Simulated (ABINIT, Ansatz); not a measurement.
# A GW chain in ABINIT: MgTiF6 (R-3), part 2 of 3

Aim: the G0W0 gap of MgTiF6 (R-3) on PBEsol, step by step.

ABINIT 10.8.3; PBEsol and many-body steps on it, plane waves. Known limits of the many-body steps: short of the basis limit; coarse k mesh.

So far. Step 2 (Ground state): The gap is indirect, with the least direct gap 0.009 eV higher.

**3. Bands along the symmetry lines**

Level of this step: DFT, PBEsol, plane waves, norm-conserving pseudopotentials (ABINIT).

Levels along a band path, at the cheap level, show where the edges lie and whether the meshes to come will hold them.

File run.abi:

```
acell 3*1.0 Angstrom
rprim 
  2.608280093927 1.505891214373 4.444507563992
  -2.608280093927 1.505891214373 4.444507563992
  0.000000000000 -3.011782428679 4.444507564015
ntypat 3
znucl 12 22 9
natom 8
typat 1 2 3 3 3 3 3 3
xred 
  0.500000000000 0.500000000000 0.500000000000
  0.000000000000 -0.000000000000 -0.000000000000
  0.671617650000 0.842455580000 0.242244330000
  0.842455580000 0.242244330000 0.671617650000
  0.757755670000 0.328382350000 0.157544420000
  0.157544420000 0.757755670000 0.328382350000
  0.328382350000 0.157544420000 0.757755670000
  0.242244330000 0.671617650000 0.842455580000
pp_dirpath "pseudos"
pseudos "Mg.upf, Ti.upf, F.upf"
ecut 38
iscf -2
irdden 1
kptopt 0
nkpt 31
kpt 
  0.00000000 0.00000000 0.00000000
  -0.12500000 -0.12500000 -0.12500000
  -0.25000000 -0.25000000 -0.25000000
  -0.37500000 -0.37500000 -0.37500000
  -0.50000000 -0.50000000 -0.50000000
  -0.50000000 -0.43579991 -0.56420009
  -0.50000000 -0.37159982 -0.62840018
  -0.50000000 -0.30739974 -0.69260026
  -0.50000000 -0.24319965 -0.75680035
  -0.24319965 0.24319965 -0.50000000
  -0.18239974 0.18239974 -0.50000000
  -0.12159982 0.12159982 -0.50000000
  -0.06079991 0.06079991 -0.50000000
  0.00000000 0.00000000 -0.50000000
  0.00000000 0.00000000 -0.37500000
  0.00000000 0.00000000 -0.25000000
  0.00000000 0.00000000 -0.12500000
  0.00000000 0.00000000 0.00000000
  0.00000000 0.09289996 -0.09289996
  0.00000000 0.18579991 -0.18579991
  0.00000000 0.27869986 -0.27869986
  0.00000000 0.37159982 -0.37159982
  -0.37159982 0.00000000 -0.62840018
  -0.40369986 0.00000000 -0.59630014
  -0.43579991 0.00000000 -0.56420009
  -0.46789996 0.00000000 -0.53210004
  -0.50000000 0.00000000 -0.50000000
  -0.37500000 0.00000000 -0.37500000
  -0.25000000 0.00000000 -0.25000000
  -0.12500000 0.00000000 -0.12500000
  0.00000000 0.00000000 0.00000000
istwfk *1
nband 39
nbdbuf 2
tolwfr 1e-08
nstep 40
prtwf 0
prtvol 0
indata_prefix "in"
outdata_prefix "out"
tmpdata_prefix "tmp"
```

Launch:

```sh
OMP_NUM_THREADS=1 mpirun -n 4 abinit run.abi > log
```

What it wrote:

```text
.Version 10.8.3 of ABINIT. v10.8.2 released Aug 2026.

 Symmetries : space group R-3 (#148); Bravais hR (rhombohedral)
[... echo of the input left out ...]
== DATASET  1 ==================================================================
-   mpi_nproc: 4, omp_nthreads: 1 (-1 if OMP is not activated)

--- !DatasetInfo
iteration_state: {dtset: 1, }
dimensions: {natom: 8, nkpt: 31, mband: 39, nsppol: 1, nspinor: 1, nspden: 1, mpw: 7942, }
cutoff_energies: {ecut:  38.0, pawecutdg:  -1.0, }
electrons: {nelect:   6.40000000E+01, charge:   0.00000000E+00, occopt:   1.00000000E+00, tsmear:   1.00000000E-02, }

 Real(R)+Recip(G) space primitive vectors, cartesian coordinates (Bohr,Bohr^-1):
 R(1)=  4.9289350  2.8457220  8.3989021  G(1)=  0.1014418  0.0585674  0.0396877
 R(2)= -4.9289350  2.8457220  8.3989021  G(2)= -0.1014418  0.0585674  0.0396877
 R(3)=  0.0000000 -5.6914439  8.3989021  G(3)=  0.0000000 -0.1171349  0.0396877
 Unit cell volume ucvol=  7.0683709E+02 bohr^3
 Angles (23,13,12)=  5.81321410E+01  5.81321410E+01  5.81321410E+01 degrees

 getcut: wavevector=  0.0000  0.0000  0.0000  ngfft=  60  60  60
         ecut(hartree)=     38.000   => boxcut(ratio)=   2.13122

--- Pseudopotential description ------------------------------------------------
- Mg Generated using ONCVPSP code by D. R. Hamann
- 12.00000  10.00000  180301                  znucl, zion, pspdat
12 -116133 1 -1 1510                          pspcod,pspxc,lmax,lloc,mmax
     nproj     2     2     0
  pspatm : epsatm=    9.18226799
         --- l  ekb(1:nproj) -->
             0    2.230603   -0.826587
             1   -6.503151   -2.501445
 pspatm: atomic psp has been read  and splines computed

- Ti Generated using ONCVPSP code by D. R. Hamann
- 22.00000  12.00000  180301                  znucl, zion, pspdat
12 -116133 2 -1 1586                          pspcod,pspxc,lmax,lloc,mmax
     nproj     2     2     2
  pspatm : epsatm=   14.76920182
         --- l  ekb(1:nproj) -->
             0   11.321950    1.254474
[...]
pspatm: atomic psp has been read  and splines computed

- F Generated using ONCVPSP code by D. R. Hamann
-  9.00000   7.00000  180301                  znucl, zion, pspdat
12 -116133 2 -1 832                           pspcod,pspxc,lmax,lloc,mmax
     nproj     2     2     1
  pspatm : epsatm=    4.89824381
         --- l  ekb(1:nproj) -->
[...]
2   -2.394754
 pspatm: atomic psp has been read  and splines computed

--------------------------------------------------------------------------------

================================================================================
 prteigrs : about to open file out_EIG
 Non-SCF case, kpt    1 (  0.00000  0.00000  0.00000), residuals and eigenvalues=
  6.39E-09  5.06E-09  1.80E-09  4.23E-09  3.95E-09  4.21E-09  5.64E-09  7.18E-09
[...]
-6.1708E-02 -6.1708E-02  1.1791E-01  1.1791E-01  1.1794E-01  2.2058E-01
[...]
--- !ResultsGS
iteration_state: {dtset: 1, }
comment   : Summary of ground state results
lattice_vectors:
- [  4.9289350,   2.8457220,   8.3989021, ]
- [ -4.9289350,   2.8457220,   8.3989021, ]
- [  0.0000000,  -5.6914439,   8.3989021, ]
lattice_lengths: [  10.14564,   10.14564,   10.14564, ]
lattice_angles: [ 58.132,  58.132,  58.132, ] # degrees, (23, 13, 12)
lattice_volume:   7.0683709E+02
convergence: {deltae:  0.000E+00, res2:  0.000E+00, residm:  9.998E-09, diffor:  0.000E+00, }
etotal    :  -2.66474986E+02
entropy   :   0.00000000E+00
fermie    :  -6.17074629E-02
cartesian_stress_tensor: null
pressure_GPa: null
xred      :
- [  5.0000E-01,   5.0000E-01,   5.0000E-01, Mg]
- [  0.0000E+00,   0.0000E+00,   0.0000E+00, Ti]
- [  6.7162E-01,   8.4246E-01,   2.4224E-01,  F]
- [  8.4246E-01,   2.4224E-01,   6.7162E-01,  F]
- [  7.5776E-01,   3.2838E-01,   1.5754E-01,  F]
- [  1.5754E-01,   7.5776E-01,   3.2838E-01,  F]
- [  3.2838E-01,   1.5754E-01,   7.5776E-01,  F]
- [  2.4224E-01,   6.7162E-01,   8.4246E-01,  F]
cartesian_forces: null
force_length_stats: {min: null, max: null, mean: null, }

 Integrated electronic density in atomic spheres:
 ------------------------------------------------
 Atom  Sphere_radius  Integrated_density
[...]
================================================================================

 ----iterations are completed or convergence reached----

 Mean square residual over all n,k,spin=   49.431E-10; max=  99.983E-10
 reduced coordinates (array xred) for    8 atoms
[...]
0.328382      0.157544      0.757756
       0.242244      0.671618      0.842456

 cartesian coordinates (angstrom) at end:
    1      0.000000     3.35e-11     6.666761
    2      0.000000     0.000000     0.000000
    3     -0.445593     1.550442     7.805967
[...]
7      0.445593    -1.550442     5.527556
    8     -1.119926    -1.161116     7.805967
 length scales=  1.889726  1.889726  1.889726 bohr
              =  1.000000  1.000000  1.000000 angstroms
 prteigrs : about to open file out_EIG
 Eigenvalues (hartree) for nkpt=  31  k points:
 kpt#   1, nband= 39, wtk=  1.00000, kpt=  0.0000  0.0000  0.0000 (reduced coord)
[...]
kpt#   2, nband= 39, wtk=  1.00000, kpt= -0.1250 -0.1250 -0.1250 (reduced coord)
[...]
kpt#   3, nband= 39, wtk=  1.00000, kpt= -0.2500 -0.2500 -0.2500 (reduced coord)
[...]
kpt#  30, nband= 39, wtk=  1.00000, kpt= -0.1250  0.0000 -0.1250 (reduced coord)
[...]
0.11787    0.11860    0.11891    0.21852    0.22059    0.25975    0.42700
 kpt#  31, nband= 39, wtk=  1.00000, kpt=  0.0000  0.0000  0.0000 (reduced coord)
[...]
-0.17224   -0.15935   -0.15598   -0.15598   -0.15097   -0.15097   -0.14552   -0.09027
  -0.08041   -0.08041   -0.07604   -0.07604   -0.07551   -0.07025   -0.06171   -0.06171
   0.11791    0.11791    0.11794    0.22058    0.22058    0.24981    0.42692

== END DATASET(S) ==============================================================
================================================================================

 -outvars: echo values of variables after computation  --------
            nband          39
             nkpt          31
          spgroup         148
 [... the other variables as echoed above ...]

 Calculation completed.
```

Wall time 2 min (4 MPI ranks of Intel Xeon Platinum 8259CL at 2.50GHz (Skylake/Cascade Lake), shared host); peak memory 0.51 GiB.

This step gave:

```yaml
gap: 4.879 eV
k_of_the_valence_top: 0, 0, 0
k_of_the_conduction_bottom: -0.5, 0, -0.5
least_direct_gap: 4.888 eV
```

The gap is 4.879 eV, as in the run before at this level.

Electronic bands along the path, in eV, zero at the top of the highest filled band:

| point | band 29 | band 30 | band 31 | band 32 | band 33 | band 34 | band 35 | band 36 |
| --- | --- | --- | --- | --- | --- | --- | --- | --- |
| Γ | -0.38 | -0.23 | 0.00 | 0.00 | 4.89 | 4.89 | 4.89 | 7.68 |
| halfway | -0.40 | -0.27 | -0.09 | -0.09 | 4.92 | 4.94 | 4.94 | 7.62 |
| T | -0.35 | -0.35 | -0.26 | -0.26 | 4.95 | 5.00 | 5.00 | 7.56 |
| halfway | -0.45 | -0.34 | -0.25 | -0.23 | 4.96 | 4.98 | 5.01 | 7.42 |
| H2 | -0.65 | -0.49 | -0.21 | -0.20 | 4.94 | 4.96 | 5.04 | 7.31 |
| jump to H0 | -0.65 | -0.49 | -0.21 | -0.20 | 4.94 | 4.96 | 5.04 | 7.31 |
| halfway | -0.42 | -0.33 | -0.22 | -0.18 | 4.92 | 4.94 | 5.01 | 7.42 |
| L | -0.36 | -0.29 | -0.24 | -0.14 | 4.90 | 4.93 | 5.00 | 7.52 |
| halfway | -0.41 | -0.21 | -0.09 | -0.05 | 4.89 | 4.91 | 4.95 | 7.60 |
| Γ | -0.38 | -0.23 | 0.00 | 0.00 | 4.89 | 4.89 | 4.89 | 7.68 |
| halfway | -0.40 | -0.22 | -0.13 | -0.06 | 4.90 | 4.93 | 4.95 | 7.58 |
| S0 | -0.44 | -0.40 | -0.34 | -0.12 | 4.91 | 4.96 | 5.04 | 7.30 |
| jump to S2 | -0.44 | -0.40 | -0.34 | -0.12 | 4.91 | 4.96 | 5.04 | 7.30 |
| halfway | -0.50 | -0.46 | -0.42 | -0.07 | 4.89 | 4.97 | 5.06 | 7.22 |
| F | -0.53 | -0.43 | -0.42 | -0.05 | 4.88 | 4.98 | 5.07 | 7.19 |
| halfway | -0.43 | -0.25 | -0.16 | -0.04 | 4.88 | 4.94 | 4.98 | 7.45 |
| Γ | -0.38 | -0.23 | 0.00 | 0.00 | 4.89 | 4.89 | 4.89 | 7.68 |

**4. Empty states on the mesh, 2×2×2 mesh, 222 bands**

The sums over transitions need many empty states on a uniform mesh; this step solves for them.

File run.abi:

```
acell 3*1.0 Angstrom
rprim 
  2.608280093927 1.505891214373 4.444507563992
  -2.608280093927 1.505891214373 4.444507563992
  0.000000000000 -3.011782428679 4.444507564015
ntypat 3
znucl 12 22 9
natom 8
typat 1 2 3 3 3 3 3 3
xred 
  0.500000000000 0.500000000000 0.500000000000
  0.000000000000 -0.000000000000 -0.000000000000
  0.671617650000 0.842455580000 0.242244330000
  0.842455580000 0.242244330000 0.671617650000
  0.757755670000 0.328382350000 0.157544420000
  0.157544420000 0.757755670000 0.328382350000
  0.328382350000 0.157544420000 0.757755670000
  0.242244330000 0.671617650000 0.842455580000
pp_dirpath "pseudos"
pseudos "Mg.upf, Ti.upf, F.upf"
ecut 38
ngkpt 2 2 2
nshiftk 1
shiftk 0 0 0
kptopt 1
chksymbreak 0
iscf -2
irdden 1
istwfk *1
nband 222
nbdbuf 20
tolwfr 1e-09
nstep 60
prtvol 0
indata_prefix "in"
outdata_prefix "out"
tmpdata_prefix "tmp"
```

What it wrote:

```text
.Version 10.8.3 of ABINIT. v10.8.2 released Aug 2026.

 Symmetries : space group R-3 (#148); Bravais hR (rhombohedral)
[... echo of the input left out ...]
== DATASET  1 ==================================================================
-   mpi_nproc: 4, omp_nthreads: 1 (-1 if OMP is not activated)

--- !DatasetInfo
iteration_state: {dtset: 1, }
dimensions: {natom: 8, nkpt: 4, mband: 222, nsppol: 1, nspinor: 1, nspden: 1, mpw: 7942, }
cutoff_energies: {ecut:  38.0, pawecutdg:  -1.0, }
electrons: {nelect:   6.40000000E+01, charge:   0.00000000E+00, occopt:   1.00000000E+00, tsmear:   1.00000000E-02, }

 Real(R)+Recip(G) space primitive vectors, cartesian coordinates (Bohr,Bohr^-1):
 R(1)=  4.9289350  2.8457220  8.3989021  G(1)=  0.1014418  0.0585674  0.0396877
 R(2)= -4.9289350  2.8457220  8.3989021  G(2)= -0.1014418  0.0585674  0.0396877
 R(3)=  0.0000000 -5.6914439  8.3989021  G(3)=  0.0000000 -0.1171349  0.0396877
 Unit cell volume ucvol=  7.0683709E+02 bohr^3
 Angles (23,13,12)=  5.81321410E+01  5.81321410E+01  5.81321410E+01 degrees

 getcut: wavevector=  0.0000  0.0000  0.0000  ngfft=  60  60  60
         ecut(hartree)=     38.000   => boxcut(ratio)=   2.13122

--- Pseudopotential description ------------------------------------------------
- Mg Generated using ONCVPSP code by D. R. Hamann
- 12.00000  10.00000  180301                  znucl, zion, pspdat
12 -116133 1 -1 1510                          pspcod,pspxc,lmax,lloc,mmax
     nproj     2     2     0
  pspatm : epsatm=    9.18226799
         --- l  ekb(1:nproj) -->
             0    2.230603   -0.826587
             1   -6.503151   -2.501445
 pspatm: atomic psp has been read  and splines computed

- Ti Generated using ONCVPSP code by D. R. Hamann
- 22.00000  12.00000  180301                  znucl, zion, pspdat
12 -116133 2 -1 1586                          pspcod,pspxc,lmax,lloc,mmax
     nproj     2     2     2
  pspatm : epsatm=   14.76920182
         --- l  ekb(1:nproj) -->
             0   11.321950    1.254474
[...]
pspatm: atomic psp has been read  and splines computed

- F Generated using ONCVPSP code by D. R. Hamann
-  9.00000   7.00000  180301                  znucl, zion, pspdat
12 -116133 2 -1 832                           pspcod,pspxc,lmax,lloc,mmax
     nproj     2     2     1
  pspatm : epsatm=    4.89824381
         --- l  ekb(1:nproj) -->
[...]
2   -2.394754
 pspatm: atomic psp has been read  and splines computed

--------------------------------------------------------------------------------

================================================================================
 prteigrs : about to open file out_EIG
 Non-SCF case, kpt    1 (  0.00000  0.00000  0.00000), residuals and eigenvalues=
  4.14E-10  1.47E-10  7.28E-10  7.89E-10  7.43E-10  2.63E-10  2.89E-10  2.94E-10
  3.90E-10  4.50E-10  8.10E-10  5.16E-10  3.85E-10  8.23E-10  9.55E-10  8.97E-11
  9.33E-10  6.00E-11  8.57E-11  9.25E-10  6.84E-10  8.58E-10  7.63E-10  9.26E-10
[...]
4.58E-05  1.81E-04  2.36E-04  1.59E-04  7.32E-04  6.89E-04
 -2.6439E+00 -2.0878E+00 -1.4301E+00 -1.4301E+00 -1.4300E+00 -1.2226E+00
 -1.2226E+00 -1.2223E+00 -8.0798E-01 -7.8596E-01 -7.8596E-01 -7.7443E-01
[...]
3.0804E+00  3.0808E+00  3.0845E+00  3.0910E+00  3.0920E+00  3.1238E+00
 prteigrs : prtvol=0 or 1, do not print more k-points.

--- !ResultsGS
iteration_state: {dtset: 1, }
comment   : Summary of ground state results
lattice_vectors:
- [  4.9289350,   2.8457220,   8.3989021, ]
- [ -4.9289350,   2.8457220,   8.3989021, ]
- [  0.0000000,  -5.6914439,   8.3989021, ]
lattice_lengths: [  10.14564,   10.14564,   10.14564, ]
lattice_angles: [ 58.132,  58.132,  58.132, ] # degrees, (23, 13, 12)
lattice_volume:   7.0683709E+02
convergence: {deltae:  0.000E+00, res2:  0.000E+00, residm:  9.966E-10, diffor:  0.000E+00, }
etotal    :  -2.66474986E+02
entropy   :   0.00000000E+00
fermie    :  -6.17074629E-02
cartesian_stress_tensor: null
pressure_GPa: null
xred      :
- [  5.0000E-01,   5.0000E-01,   5.0000E-01, Mg]
- [  0.0000E+00,   0.0000E+00,   0.0000E+00, Ti]
- [  6.7162E-01,   8.4246E-01,   2.4224E-01,  F]
- [  8.4246E-01,   2.4224E-01,   6.7162E-01,  F]
- [  7.5776E-01,   3.2838E-01,   1.5754E-01,  F]
- [  1.5754E-01,   7.5776E-01,   3.2838E-01,  F]
- [  3.2838E-01,   1.5754E-01,   7.5776E-01,  F]
- [  2.4224E-01,   6.7162E-01,   8.4246E-01,  F]
cartesian_forces: null
force_length_stats: {min: null, max: null, mean: null, }

 Integrated electronic density in atomic spheres:
 ------------------------------------------------
 Atom  Sphere_radius  Integrated_density
[...]
================================================================================

 ----iterations are completed or convergence reached----

 Mean square residual over all n,k,spin=   41.716E-11; max=  99.662E-11
 reduced coordinates (array xred) for    8 atoms
[...]
0.328382      0.157544      0.757756
       0.242244      0.671618      0.842456

 cartesian coordinates (angstrom) at end:
    1      0.000000     3.35e-11     6.666761
    2      0.000000     0.000000     0.000000
    3     -0.445593     1.550442     7.805967
[...]
7      0.445593    -1.550442     5.527556
    8     -1.119926    -1.161116     7.805967
 length scales=  1.889726  1.889726  1.889726 bohr
              =  1.000000  1.000000  1.000000 angstroms
 prteigrs : about to open file out_EIG
 Eigenvalues (hartree) for nkpt=   4  k points:
 kpt#   1, nband=222, wtk=  0.12500, kpt=  0.0000  0.0000  0.0000 (reduced coord)
[...]
2.84834    2.85325    2.85325    2.88793    2.91379    2.91565    2.91565    2.94977
   2.96200    2.99595    2.99595    3.02500    3.04034    3.04038    3.06111    3.06117
   3.08039    3.08082    3.08447    3.09102    3.09202    3.12379
 prteigrs : prtvol=0 or 1, do not print more k-points.

== END DATASET(S) ==============================================================
================================================================================

 -outvars: echo values of variables after computation  --------
            nband         222
             nkpt           4
          spgroup         148
 [... the other variables as echoed above ...]

 Calculation completed.
```

It took 2.6 min on 4 MPI ranks; peak memory 0.56 GiB.

This step gave:

| Quantity | Value |
| --- | --- |
| gap | 4.879 eV |
| k of the valence top | 0, 0, 0 |
| k of the conduction bottom | 0.5, 0.5, 0 |
| least direct gap | 4.888 eV |
| k points computed | 4 |
| lowest point of the top converged band, above the valence top | 78.2216 eV |

On this mesh the gap is 4.879 eV.

**5. Screening, 2×2×2 mesh, 202 bands, screening to 176.9 eV**

The RPA dielectric matrix is built and inverted for each q.

This step: RPA screening on PBEsol, plane waves, norm-conserving pseudopotentials.

run.abi: that of step 4 with these lines changed.

```diff
@@ -26,10 +26,11 @@
 chksymbreak 0
-iscf -2
-irdden 1
 istwfk *1
-nband 222
-nbdbuf 20
-tolwfr 1e-09
-nstep 60
-prtvol 0
+occopt 1
+irdwfk 1
+optdriver 3
+nband 202
+ecuteps 6.5
+inclvkb 2
+awtr 1
+symchi 1
 indata_prefix "in"
```

What it wrote:

```text
.Version 10.8.3 of ABINIT. v10.8.2 released Aug 2026.

 Symmetries : space group R-3 (#148); Bravais hR (rhombohedral)
[... echo of the input left out ...]
== DATASET  1 ==================================================================
-   mpi_nproc: 4, omp_nthreads: 1 (-1 if OMP is not activated)

--- !DatasetInfo
iteration_state: {dtset: 1, }
dimensions: {natom: 8, nkpt: 4, mband: 202, nsppol: 1, nspinor: 1, nspden: 1, mpw: 7942, }
cutoff_energies: {ecut:  38.0, pawecutdg:  -1.0, }
electrons: {nelect:   6.40000000E+01, charge:   0.00000000E+00, occopt:   1.00000000E+00, tsmear:   1.00000000E-02, }

 SCREENING: Calculation of the susceptibility and dielectric matrices

 Based on a program developped by R.W. Godby, V. Olevano, G. Onida, and L. Reining.
 Incorporated in ABINIT by V. Olevano, G.-M. Rignanese, and M. Torrent.
.Using double precision arithmetic ; gwpc =  8

[... cell and pseudopotentials left out ...]
--------------------------------------------------------------------------------

 ==== K-mesh for the wavefunctions ====
 Number of points in the irreducible wedge :     4
[... list of points left out ...]
 Together with  6 symmetry operations and time-reversal symmetry
 yields     8 points in the full Brillouin Zone.

 ==== Q-mesh for the screening function ====
 Number of points in the irreducible wedge :     4
[... list of points left out ...]
 Together with  6 symmetry operations and time-reversal symmetry
 yields     8 points in the full Brillouin Zone.

 setmesh: FFT mesh size selected  =    40x   40x   40
          total number of points  =        64000

 vcoul_init : cutoff-mode = AUXILIARY_FUNCTION
 q-points for optical limit:   1
     1)      0.000010    0.000020    0.000030

- screening: taking advantage of time-reversal symmetry
- Maximum band index for partially occupied states nbvw = 32
- Remaining bands to be divided among processors   nbcw = 170
- Number of bands treated by each node ~42

 Number of electrons calculated from density =   64.0000; Expected =   64.0000
 average of density, n =  0.090544
 r_s =    1.3815
 omega_plasma =   29.0259 [eV]

 calculating chi0 at frequencies [eV] :
  1    0.000000E+00    0.000000E+00
  2    0.000000E+00    2.902592E+01

--------------------------------------------------------------------------------
  q-point number  1        q = ( 0.000000, 0.000000, 0.000000) [r.l.u.]
--------------------------------------------------------------------------------
[... chi0 elements left out ...]
 For q-point:  0.000010 0.000020 0.000030
  dielectric constant =   2.2990
  dielectric constant without local fields =   2.6892

  Average fulfillment of the sum rule on Im[epsilon] for q-point    1 :     54.52  [%]
[... wings left out ...]
  q-point number  2        q = ( 0.500000, 0.000000, 0.000000) [r.l.u.]
--------------------------------------------------------------------------------
[... chi0 elements left out ...]
  Average fulfillment of the sum rule on Im[epsilon] for q-point    2 :     59.23  [%]

 [... 2 further q-points ...]
```

It took 3.1 min on 4 MPI ranks; peak memory 1.9 GiB.

This step gave:

| Quantity | Value |
| --- | --- |
| ε∞ with local fields, on this mesh | 2.299 |
| ε∞ without local fields, on this mesh | 2.689 |
| plasma frequency | 29.03 eV |
| plane waves in the screening matrix | 549 |

Local fields lower ε∞ by 15 %. On a Γ-centred mesh this coarse the value itself is usually too large, while a short band sum pulls it down.

(Continued in part 3 of 3.)

[Long decimals in the printed logs are rounded to 6 places.]

[Logs are printed without paths, hosts, clocks, repeated set-up lines and the standing remarks that a program may print on its own settings, such as how far it seeks lower states.]

[Paths, hosts, dates, memory and timing lines, banners, echoed tables and standing remarks are left out of the program output; an Ansatz launch command may be rebuilt from the run's recorded settings. Measured values are a selection of at most five: reports struck by readers or far from the other reports are left out. None is set beside runs whose start may be inverted or whose files or cutoffs have a known fault.]

[Runs of the session that timed out or met a known fault of the program may be left out.]

[Hosts, paths, dates, database ids (printed as entryN), source tags and the programs' standing remarks are cut or masked in the printed files.]

[G0W0 gaps are taken among the corrected bands and points alone; a level outside them can change the order at an edge.]

[Where Ansatz stands beside ABINIT at settings called matched, ABINIT's density can come from a denser mesh and the files from another edition; pairs whose starting gaps differed by over 0.03 eV were left out, so agreement reads better than it is.]
